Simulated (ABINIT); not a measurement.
# A GW chain in ABINIT: SiO2 (P3_221), part 2 of 3

Aim: the G0W0 gap of SiO2 (P3_221) on LDA, step by step.

ABINIT 10.8.3; LDA and many-body steps on it, plane waves. Known limits of the many-body steps: not at the basis limit; coarse k mesh.

So far. Step 2 (Ground state): The gap is indirect, with the least direct gap 0.33 eV higher.

### 3. Bands along the symmetry lines

Level of this step: DFT, LDA, plane waves, norm-conserving pseudopotentials (ABINIT).

The cheap functional maps the bands first; the places of the edges decide which points the dearer methods must see.

run.abi reads:

```
acell 3*1.0 Angstrom
rprim 
  4.916359999971 0.000000000007 0.000000000000
  -2.458179999991 4.257692654122 0.000000000000
  0.000000000000 0.000000000000 5.408400000000
ntypat 2
znucl 14 8
natom 9
typat 1 1 1 2 2 2 2 2 2
xred 
  0.469730000000 0.000000000000 0.666666666667
  0.000000000000 0.469730000000 0.333333333333
  0.530270000000 0.530270000000 -0.000000000000
  0.413540000000 0.267580000000 0.785580000000
  0.732420000000 0.145960000000 0.452246666667
  0.854040000000 0.586460000000 0.118913333333
  0.267580000000 0.413540000000 0.214420000000
  0.145960000000 0.732420000000 0.547753333333
  0.586460000000 0.854040000000 0.881086666667
pp_dirpath "pseudos"
pseudos "Si.upf, O.upf"
ecut 36
iscf -2
irdden 1
kptopt 0
nkpt 39
kpt 
  0.00000000 0.00000000 0.00000000
  0.12500000 0.00000000 0.00000000
  0.25000000 0.00000000 0.00000000
  0.37500000 0.00000000 0.00000000
  0.50000000 0.00000000 0.00000000
  0.45833333 0.08333333 0.00000000
  0.41666666 0.16666666 0.00000000
  0.37500000 0.25000000 0.00000000
  0.33333333 0.33333333 0.00000000
  0.25000000 0.25000000 0.00000000
  0.16666666 0.16666666 0.00000000
  0.08333333 0.08333333 0.00000000
  0.00000000 0.00000000 0.00000000
  0.00000000 0.00000000 0.12500000
  0.00000000 0.00000000 0.25000000
  0.00000000 0.00000000 0.37500000
  0.00000000 0.00000000 0.50000000
  0.12500000 0.00000000 0.50000000
  0.25000000 0.00000000 0.50000000
  0.37500000 0.00000000 0.50000000
  0.50000000 0.00000000 0.50000000
  0.45833333 0.08333333 0.50000000
  0.41666666 0.16666666 0.50000000
  0.37500000 0.25000000 0.50000000
  0.33333333 0.33333333 0.50000000
  0.25000000 0.25000000 0.50000000
  0.16666666 0.16666666 0.50000000
  0.08333333 0.08333333 0.50000000
  0.00000000 0.00000000 0.50000000
  0.50000000 0.00000000 0.50000000
  0.50000000 0.00000000 0.37500000
  0.50000000 0.00000000 0.25000000
  0.50000000 0.00000000 0.12500000
  0.50000000 -0.00000000 0.00000000
  0.33333333 0.33333333 0.50000000
  0.33333333 0.33333333 0.37500000
  0.33333333 0.33333333 0.25000000
  0.33333333 0.33333333 0.12500000
  0.33333333 0.33333333 0.00000000
istwfk *1
nband 37
nbdbuf 8
tolwfr 1e-07
nstep 50
prtwf 0
prtvol 0
indata_prefix "in"
outdata_prefix "out"
tmpdata_prefix "tmp"
```

Started as:

```bash
> OMP_NUM_THREADS=1 mpirun -n 4 abinit run.abi > log
```

Numbers of over 12 decimals in the logs are rounded to 6 here.

Output:

```text
.Version 10.8.3 of ABINIT. v10.8.2 released Aug 2026.

 Symmetries : space group P3_2 2 1 (#154); Bravais hP (primitive hexag.)
[... echo of the input left out ...]
== DATASET  1 ==================================================================
-   mpi_nproc: 4, omp_nthreads: 1 (-1 if OMP is not activated)

--- !DatasetInfo
iteration_state: {dtset: 1, }
dimensions: {natom: 9, nkpt: 39, mband: 37, nsppol: 1, nspinor: 1, nspden: 1, mpw: 7935, }
cutoff_energies: {ecut:  36.0, pawecutdg:  -1.0, }
electrons: {nelect:   4.80000000E+01, charge:   0.00000000E+00, occopt:   1.00000000E+00, tsmear:   1.00000000E-02, }

 Real(R)+Recip(G) space primitive vectors, cartesian coordinates (Bohr,Bohr^-1):
 R(1)=  9.2905739  0.0000000  0.0000000  G(1)=  0.1076360  0.0621437  0.0000000
 R(2)= -4.6452870  8.0458730  0.0000000  G(2)=  0.0000000  0.1242873  0.0000000
 R(3)=  0.0000000  0.0000000 10.2203948  G(3)=  0.0000000  0.0000000  0.0978436
 Unit cell volume ucvol=  7.6398247E+02 bohr^3
 Angles (23,13,12)=  9.00000000E+01  9.00000000E+01  1.20000000E+02 degrees

 getcut: wavevector=  0.0000  0.0000  0.0000  ngfft=  54  54  60
         ecut(hartree)=     36.000   => boxcut(ratio)=   2.15246

--- Pseudopotential description ------------------------------------------------
- Si Generated using ONCVPSP code by D. R. Hamann
- 14.00000   4.00000  180309                  znucl, zion, pspdat
12 -1012 2 -1 1510                            pspcod,pspxc,lmax,lloc,mmax
     nproj     2     2     2
  pspatm : epsatm=    6.67003958
         --- l  ekb(1:nproj) -->
             0    5.565958    0.856966
             1    2.726111    0.629828
             2   -2.124804   -0.444604
 pspatm: atomic psp has been read  and splines computed

- O Generated using ONCVPSP code by D. R. Hamann
-  8.00000   6.00000  201201                  znucl, zion, pspdat
12 -1012 2 -1 926                             pspcod,pspxc,lmax,lloc,mmax
     nproj     2     2     1
  pspatm : epsatm=    6.27558587
         --- l  ekb(1:nproj) -->
[...]
2   -1.033686
 pspatm: atomic psp has been read  and splines computed

--------------------------------------------------------------------------------

================================================================================
 prteigrs : about to open file out_EIG
 Non-SCF case, kpt    1 (  0.00000  0.00000  0.00000), residuals and eigenvalues=
  2.42E-08  1.68E-08  6.46E-08  5.80E-08  2.38E-08  3.35E-08  1.59E-08  3.65E-08
  4.62E-08  2.72E-08  1.72E-08  3.71E-08  3.54E-08  9.14E-08  2.77E-08  3.61E-08
  4.12E-08  8.93E-08  9.26E-08  3.93E-08  9.24E-08  8.00E-08  2.32E-08  4.19E-08
[...]
4.47E-06  3.43E-05  1.12E-04  2.27E-04  1.17E-03
 -6.9869E-01 -6.4061E-01 -6.4061E-01 -6.1589E-01 -6.1457E-01 -6.1457E-01
 -3.0027E-01 -3.0027E-01 -1.9711E-01 -1.9692E-01 -1.9012E-01 -1.9012E-01
[...]
4.7102E-01

--- !ResultsGS
iteration_state: {dtset: 1, }
comment   : Summary of ground state results
lattice_vectors:
- [  9.2905739,   0.0000000,   0.0000000, ]
- [ -4.6452870,   8.0458730,   0.0000000, ]
- [  0.0000000,   0.0000000,  10.2203948, ]
lattice_lengths: [   9.29057,    9.29057,   10.22039, ]
lattice_angles: [ 90.000,  90.000, 120.000, ] # degrees, (23, 13, 12)
lattice_volume:   7.6398247E+02
convergence: {deltae:  0.000E+00, res2:  0.000E+00, residm:  9.973E-08, diffor:  0.000E+00, }
etotal    :  -1.12309922E+02
entropy   :   0.00000000E+00
fermie    :   4.32436372E-03
cartesian_stress_tensor: null
pressure_GPa: null
xred      :
- [  4.6973E-01,   7.4015E-17,   6.6667E-01, Si]
- [  1.6639E-18,   4.6973E-01,   3.3333E-01, Si]
- [  5.3027E-01,   5.3027E-01,   9.2519E-18, Si]
- [  4.1354E-01,   2.6758E-01,   7.8558E-01,  O]
- [  7.3242E-01,   1.4596E-01,   4.5225E-01,  O]
- [  8.5404E-01,   5.8646E-01,   1.1891E-01,  O]
- [  2.6758E-01,   4.1354E-01,   2.1442E-01,  O]
- [  1.4596E-01,   7.3242E-01,   5.4775E-01,  O]
- [  5.8646E-01,   8.5404E-01,   8.8109E-01,  O]
cartesian_forces: null
force_length_stats: {min: null, max: null, mean: null, }

 Integrated electronic density in atomic spheres:
 ------------------------------------------------
 Atom  Sphere_radius  Integrated_density
[...]
================================================================================

 ----iterations are completed or convergence reached----

 Mean square residual over all n,k,spin=   49.121E-09; max=  99.734E-09
 reduced coordinates (array xred) for    9 atoms
[...]
0.145960000000      0.732420000000      0.547753333333
       0.586460000000      0.854040000000      0.881086666667

 cartesian coordinates (angstrom) at end:
    1      2.309362     3.29e-12     3.605600
    2     -1.154681     1.999966     1.802800
    3      1.303499     2.257727     0.000000
[...]
8     -1.082828     3.118419     2.962469
    9      0.783864     3.636240     4.765269
 length scales=  1.889726125908  1.889726125908  1.889726125908 bohr
              =  1.000000000000  1.000000000000  1.000000000000 angstroms
 prteigrs : about to open file out_EIG
 Eigenvalues (hartree) for nkpt=  39  k points:
 kpt#   1, nband= 37, wtk=  1.00000, kpt=  0.0000  0.0000  0.0000 (reduced coord)
[...]
kpt#   2, nband= 37, wtk=  1.00000, kpt=  0.1250  0.0000  0.0000 (reduced coord)
[...]
kpt#   3, nband= 37, wtk=  1.00000, kpt=  0.2500  0.0000  0.0000 (reduced coord)
[...]
kpt#  38, nband= 37, wtk=  1.00000, kpt=  0.3333  0.3333  0.1250 (reduced coord)
[...]
0.42862    0.44513    0.45244    0.47256    0.47285
 kpt#  39, nband= 37, wtk=  1.00000, kpt=  0.3333  0.3333  0.0000 (reduced coord)
[...]
-0.07225   -0.06592   -0.05975   -0.04138   -0.04138   -0.01173   -0.01173    0.00432
   0.32352    0.32352    0.34151    0.37618    0.38023    0.38023    0.39608    0.39608
   0.43747    0.44287    0.46940    0.46996    0.47102

== END DATASET(S) ==============================================================
================================================================================

 -outvars: echo values of variables after computation  --------
            nband          37
             nkpt          39
          spgroup         154
 [... the other variables as echoed above ...]

 Calculation completed.
```

Wall time 62 s (4 MPI ranks of Arm Neoverse V1, shared host); peak memory 0.47 GiB.

Numbers from this step:

| Property | Result |
| --- | --- |
| gap | 5.794 eV |
| k of the valence top | 0.3333, 0.3333, 0 |
| k of the conduction bottom | 0, 0, 0 |
| least direct gap | 6.120 eV |

The gap is 5.794 eV, as in the run before at this level.

The electronic bands at the labelled points (eV, zero at the top of the highest filled band):

```csv
point,band 21,band 22,band 23,band 24,band 25,band 26,band 27,band 28
Γ,-1.01,-0.69,-0.33,-0.33,5.79,9.04,9.04,9.51
halfway,-1.02,-0.85,-0.24,-0.16,6.67,9.06,9.13,9.62
M,-1.05,-0.79,-0.27,-0.03,8.04,8.76,9.44,9.48
halfway,-1.11,-0.63,-0.31,-0.02,8.23,8.81,9.36,9.66
K,-1.24,-0.44,-0.44,0.00,8.69,8.69,9.18,10.12
halfway,-0.93,-0.88,-0.25,-0.12,6.92,9.07,9.22,9.66
Γ,-1.01,-0.69,-0.33,-0.33,5.79,9.04,9.04,9.51
halfway,-1.10,-0.54,-0.23,-0.10,6.39,8.91,8.95,8.99
A,-1.24,-0.21,-0.21,-0.09,7.72,7.72,8.73,9.50
halfway,-1.10,-0.45,-0.42,-0.15,8.13,8.24,9.07,9.47
L,-0.90,-0.84,-0.61,-0.19,8.77,9.21,9.35,9.50
halfway,-0.87,-0.85,-0.63,-0.33,8.81,9.35,9.44,9.56
H,-0.95,-0.78,-0.60,-0.60,8.89,9.50,9.50,9.86
halfway,-1.08,-0.54,-0.39,-0.22,8.26,8.39,9.14,9.64
A,-1.24,-0.21,-0.21,-0.09,7.72,7.72,8.73,9.50
jump to L,-0.90,-0.84,-0.61,-0.19,8.77,9.21,9.35,9.50
halfway,-0.98,-0.73,-0.45,-0.12,8.34,8.87,9.29,9.77
M,-1.05,-0.79,-0.27,-0.03,8.04,8.76,9.44,9.48
jump to H,-0.95,-0.78,-0.60,-0.60,8.89,9.50,9.50,9.86
halfway,-1.03,-0.56,-0.51,-0.20,8.76,8.95,9.36,9.96
K,-1.24,-0.44,-0.44,0.00,8.69,8.69,9.18,10.12
```

### 4. Empty states on the mesh, 3×3×2 mesh, 195 bands

The sums over transitions need many empty states on a uniform mesh; this step solves for them.

run.abi reads:

```
acell 3*1.0 Angstrom
rprim 
  4.916359999971 0.000000000007 0.000000000000
  -2.458179999991 4.257692654122 0.000000000000
  0.000000000000 0.000000000000 5.408400000000
ntypat 2
znucl 14 8
natom 9
typat 1 1 1 2 2 2 2 2 2
xred 
  0.469730000000 0.000000000000 0.666666666667
  0.000000000000 0.469730000000 0.333333333333
  0.530270000000 0.530270000000 -0.000000000000
  0.413540000000 0.267580000000 0.785580000000
  0.732420000000 0.145960000000 0.452246666667
  0.854040000000 0.586460000000 0.118913333333
  0.267580000000 0.413540000000 0.214420000000
  0.145960000000 0.732420000000 0.547753333333
  0.586460000000 0.854040000000 0.881086666667
pp_dirpath "pseudos"
pseudos "Si.upf, O.upf"
ecut 36
ngkpt 3 3 2
nshiftk 1
shiftk 0 0 0
kptopt 1
chksymbreak 0
iscf -2
irdden 1
istwfk *1
nband 195
nbdbuf 16
tolwfr 1e-09
nstep 60
prtvol 0
indata_prefix "in"
outdata_prefix "out"
tmpdata_prefix "tmp"
```

Output:

```text
.Version 10.8.3 of ABINIT. v10.8.2 released Aug 2026.

 Symmetries : space group P3_2 2 1 (#154); Bravais hP (primitive hexag.)
[... echo of the input left out ...]
== DATASET  1 ==================================================================
-   mpi_nproc: 4, omp_nthreads: 1 (-1 if OMP is not activated)

--- !DatasetInfo
iteration_state: {dtset: 1, }
dimensions: {natom: 9, nkpt: 6, mband: 195, nsppol: 1, nspinor: 1, nspden: 1, mpw: 7935, }
cutoff_energies: {ecut:  36.0, pawecutdg:  -1.0, }
electrons: {nelect:   4.80000000E+01, charge:   0.00000000E+00, occopt:   1.00000000E+00, tsmear:   1.00000000E-02, }

 Real(R)+Recip(G) space primitive vectors, cartesian coordinates (Bohr,Bohr^-1):
 R(1)=  9.2905739  0.0000000  0.0000000  G(1)=  0.1076360  0.0621437  0.0000000
 R(2)= -4.6452870  8.0458730  0.0000000  G(2)=  0.0000000  0.1242873  0.0000000
 R(3)=  0.0000000  0.0000000 10.2203948  G(3)=  0.0000000  0.0000000  0.0978436
 Unit cell volume ucvol=  7.6398247E+02 bohr^3
 Angles (23,13,12)=  9.00000000E+01  9.00000000E+01  1.20000000E+02 degrees

 getcut: wavevector=  0.0000  0.0000  0.0000  ngfft=  54  54  60
         ecut(hartree)=     36.000   => boxcut(ratio)=   2.15246

--- Pseudopotential description ------------------------------------------------
- Si Generated using ONCVPSP code by D. R. Hamann
- 14.00000   4.00000  180309                  znucl, zion, pspdat
12 -1012 2 -1 1510                            pspcod,pspxc,lmax,lloc,mmax
     nproj     2     2     2
  pspatm : epsatm=    6.67003958
         --- l  ekb(1:nproj) -->
             0    5.565958    0.856966
             1    2.726111    0.629828
             2   -2.124804   -0.444604
 pspatm: atomic psp has been read  and splines computed

- O Generated using ONCVPSP code by D. R. Hamann
-  8.00000   6.00000  201201                  znucl, zion, pspdat
12 -1012 2 -1 926                             pspcod,pspxc,lmax,lloc,mmax
     nproj     2     2     1
  pspatm : epsatm=    6.27558587
         --- l  ekb(1:nproj) -->
[...]
2   -1.033686
 pspatm: atomic psp has been read  and splines computed

--------------------------------------------------------------------------------

================================================================================
 prteigrs : about to open file out_EIG
 Non-SCF case, kpt    1 (  0.00000  0.00000  0.00000), residuals and eigenvalues=
  9.78E-11  2.69E-10  6.48E-10  8.38E-10  6.37E-11  6.48E-10  4.87E-11  4.53E-10
  1.89E-10  1.37E-10  4.61E-11  4.03E-10  2.09E-10  8.15E-10  2.58E-10  2.36E-10
  1.86E-10  2.40E-10  1.82E-10  1.39E-10  3.04E-10  2.15E-10  1.96E-10  2.29E-10
[...]
-6.9869E-01 -6.4061E-01 -6.4061E-01 -6.1589E-01 -6.1457E-01 -6.1457E-01
 -3.0027E-01 -3.0027E-01 -1.9711E-01 -1.9692E-01 -1.9012E-01 -1.9012E-01
 -1.0532E-01 -1.0532E-01 -9.6123E-02 -8.6513E-02 -5.1471E-02 -5.1471E-02
[...]
2.4871E+00  2.4887E+00  2.4887E+00  2.4963E+00  2.5439E+00  2.5439E+00
  2.5756E+00  2.5788E+00  2.5921E+00  2.5943E+00  2.5947E+00  2.5984E+00
[...]
prteigrs : prtvol=0 or 1, do not print more k-points.

--- !ResultsGS
iteration_state: {dtset: 1, }
comment   : Summary of ground state results
lattice_vectors:
- [  9.2905739,   0.0000000,   0.0000000, ]
- [ -4.6452870,   8.0458730,   0.0000000, ]
- [  0.0000000,   0.0000000,  10.2203948, ]
lattice_lengths: [   9.29057,    9.29057,   10.22039, ]
lattice_angles: [ 90.000,  90.000, 120.000, ] # degrees, (23, 13, 12)
lattice_volume:   7.6398247E+02
convergence: {deltae:  0.000E+00, res2:  0.000E+00, residm:  9.964E-10, diffor:  0.000E+00, }
etotal    :  -1.12309922E+02
entropy   :   0.00000000E+00
fermie    :   4.32436372E-03
cartesian_stress_tensor: null
pressure_GPa: null
xred      :
- [  4.6973E-01,   7.4015E-17,   6.6667E-01, Si]
- [  1.6639E-18,   4.6973E-01,   3.3333E-01, Si]
- [  5.3027E-01,   5.3027E-01,   9.2519E-18, Si]
- [  4.1354E-01,   2.6758E-01,   7.8558E-01,  O]
- [  7.3242E-01,   1.4596E-01,   4.5225E-01,  O]
- [  8.5404E-01,   5.8646E-01,   1.1891E-01,  O]
- [  2.6758E-01,   4.1354E-01,   2.1442E-01,  O]
- [  1.4596E-01,   7.3242E-01,   5.4775E-01,  O]
- [  5.8646E-01,   8.5404E-01,   8.8109E-01,  O]
cartesian_forces: null
force_length_stats: {min: null, max: null, mean: null, }

 Integrated electronic density in atomic spheres:
 ------------------------------------------------
 Atom  Sphere_radius  Integrated_density
[...]
================================================================================

 ----iterations are completed or convergence reached----

 Mean square residual over all n,k,spin=   33.267E-11; max=  99.642E-11
 reduced coordinates (array xred) for    9 atoms
[...]
0.586460000000      0.854040000000      0.881086666667

 cartesian coordinates (angstrom) at end:
    1      2.309362     3.29e-12     3.605600
    2     -1.154681     1.999966     1.802800
    3      1.303499     2.257727     0.000000
[...]
8     -1.082828     3.118419     2.962469
    9      0.783864     3.636240     4.765269
 length scales=  1.889726125908  1.889726125908  1.889726125908 bohr
              =  1.000000000000  1.000000000000  1.000000000000 angstroms
 prteigrs : about to open file out_EIG
 Eigenvalues (hartree) for nkpt=   6  k points:
 kpt#   1, nband=195, wtk=  0.05556, kpt=  0.0000  0.0000  0.0000 (reduced coord)
[...]
2.46385    2.47844    2.47844    2.48063    2.48707    2.48872    2.48872    2.49634
   2.54386    2.54386    2.57556    2.57882    2.59205    2.59432    2.59470    2.59841
   2.59902    2.63561    2.64149
 prteigrs : prtvol=0 or 1, do not print more k-points.

== END DATASET(S) ==============================================================
================================================================================

 -outvars: echo values of variables after computation  --------
            nband         195
             nkpt           6
          spgroup         154
 [... the other variables as echoed above ...]

 Calculation completed.
```

The job ended after 2.6 min (4 MPI ranks; peak memory 0.49 GiB; 10 min of CPU time).

Numbers from this step:

```
gap                                                           : 5.794 eV
k of the valence top                                          : 0.3333, 0.3333, 0
k of the conduction bottom                                    : 0, 0, 0
least direct gap                                              : 6.120 eV
k points computed                                             : 6
lowest point of the top converged band, above the valence top : 66.2380 eV
```

On this mesh the gap is 5.794 eV.

### 5. Screening, 3×3×2 mesh, 179 bands, screening to 106.1 eV

The RPA dielectric matrix is built and inverted for each q.

This step: RPA screening on LDA, plane waves, norm-conserving pseudopotentials.

Changes to run.abi since step 4:

```diff
@@ -27,10 +27,11 @@
 chksymbreak 0
-iscf -2
-irdden 1
 istwfk *1
-nband 195
-nbdbuf 16
-tolwfr 1e-09
-nstep 60
-prtvol 0
+occopt 1
+irdwfk 1
+optdriver 3
+nband 179
+ecuteps 3.9
+inclvkb 2
+awtr 1
+symchi 1
 indata_prefix "in"
```

Output:

```text
.Version 10.8.3 of ABINIT. v10.8.2 released Aug 2026.

 Symmetries : space group P3_2 2 1 (#154); Bravais hP (primitive hexag.)
[... echo of the input left out ...]
== DATASET  1 ==================================================================
-   mpi_nproc: 4, omp_nthreads: 1 (-1 if OMP is not activated)

--- !DatasetInfo
iteration_state: {dtset: 1, }
dimensions: {natom: 9, nkpt: 6, mband: 179, nsppol: 1, nspinor: 1, nspden: 1, mpw: 7935, }
cutoff_energies: {ecut:  36.0, pawecutdg:  -1.0, }
electrons: {nelect:   4.80000000E+01, charge:   0.00000000E+00, occopt:   1.00000000E+00, tsmear:   1.00000000E-02, }

 SCREENING: Calculation of the susceptibility and dielectric matrices

 Based on a program developped by R.W. Godby, V. Olevano, G. Onida, and L. Reining.
 Incorporated in ABINIT by V. Olevano, G.-M. Rignanese, and M. Torrent.
.Using double precision arithmetic ; gwpc =  8

[... cell and pseudopotentials left out ...]
--------------------------------------------------------------------------------

 ==== K-mesh for the wavefunctions ====
 Number of points in the irreducible wedge :     6
[... list of points left out ...]
 Together with  6 symmetry operations and time-reversal symmetry
 yields    18 points in the full Brillouin Zone.

 ==== Q-mesh for the screening function ====
 Number of points in the irreducible wedge :     6
[... list of points left out ...]
 Together with  6 symmetry operations and time-reversal symmetry
 yields    18 points in the full Brillouin Zone.

 setmesh: FFT mesh size selected  =    36x   36x   45
          total number of points  =        58320

 vcoul_init : cutoff-mode = AUXILIARY_FUNCTION
 q-points for optical limit:   1
     1)      0.000010    0.000020    0.000030

- screening: taking advantage of time-reversal symmetry
- Maximum band index for partially occupied states nbvw = 24
- Remaining bands to be divided among processors   nbcw = 155
- Number of bands treated by each node ~38

 Number of electrons calculated from density =   48.0000; Expected =   48.0000
 average of density, n =  0.062829
 r_s =    1.5605
 omega_plasma =   24.1788 [eV]

 calculating chi0 at frequencies [eV] :
  1    0.000000E+00    0.000000E+00
  2    0.000000E+00    2.417879E+01

--------------------------------------------------------------------------------
  q-point number  1        q = ( 0.000000, 0.000000, 0.000000) [r.l.u.]
--------------------------------------------------------------------------------
[... chi0 elements left out ...]
 For q-point:  0.000010 0.000020 0.000030
  dielectric constant =   2.4002
  dielectric constant without local fields =   2.5979

  Average fulfillment of the sum rule on Im[epsilon] for q-point    1 :     64.39  [%]
[... wings left out ...]
  q-point number  2        q = ( 0.333333, 0.000000, 0.000000) [r.l.u.]
--------------------------------------------------------------------------------
[... chi0 elements left out ...]
  Average fulfillment of the sum rule on Im[epsilon] for q-point    2 :     70.28  [%]

 [... 4 further q-points ...]
```

It took 1.9 min on 4 MPI ranks; peak memory 2 GiB.

Numbers from this step:

```
ε∞ with local fields, on this mesh, along the program's q direction : 2.400
the same without local fields                                       : 2.598
plasma frequency                                                    : 24.18 eV
plane waves in the screening matrix                                 : 279
```

Local fields lower ε∞ by 8 %. On a Γ-centred mesh this coarse the value itself is usually too large, while a short band sum pulls it down.

(Part 2 of 3 ends here.)

[Paths, hosts, dates, memory and timing lines, banners, echoed tables and standing remarks are left out of the program output.]

[Logs are printed without paths, hosts, clocks, repeated set-up lines and the standing remarks that a program may print on its own settings, such as how far it seeks lower states.]

[Runs of the session that timed out or met a known fault of the program may be left out.]

[Hosts, paths, dates, database ids (printed as entryN), source tags and the programs' standing remarks are cut or masked in the printed files.]

[G0W0 gaps are taken among the corrected bands and points alone; a level outside them can change the order at an edge.]

[Where Ansatz stands beside ABINIT at settings called matched, ABINIT's density can come from a denser mesh and the files from another edition; pairs whose starting gaps differed by over 0.03 eV were left out, so agreement reads better than it is.]
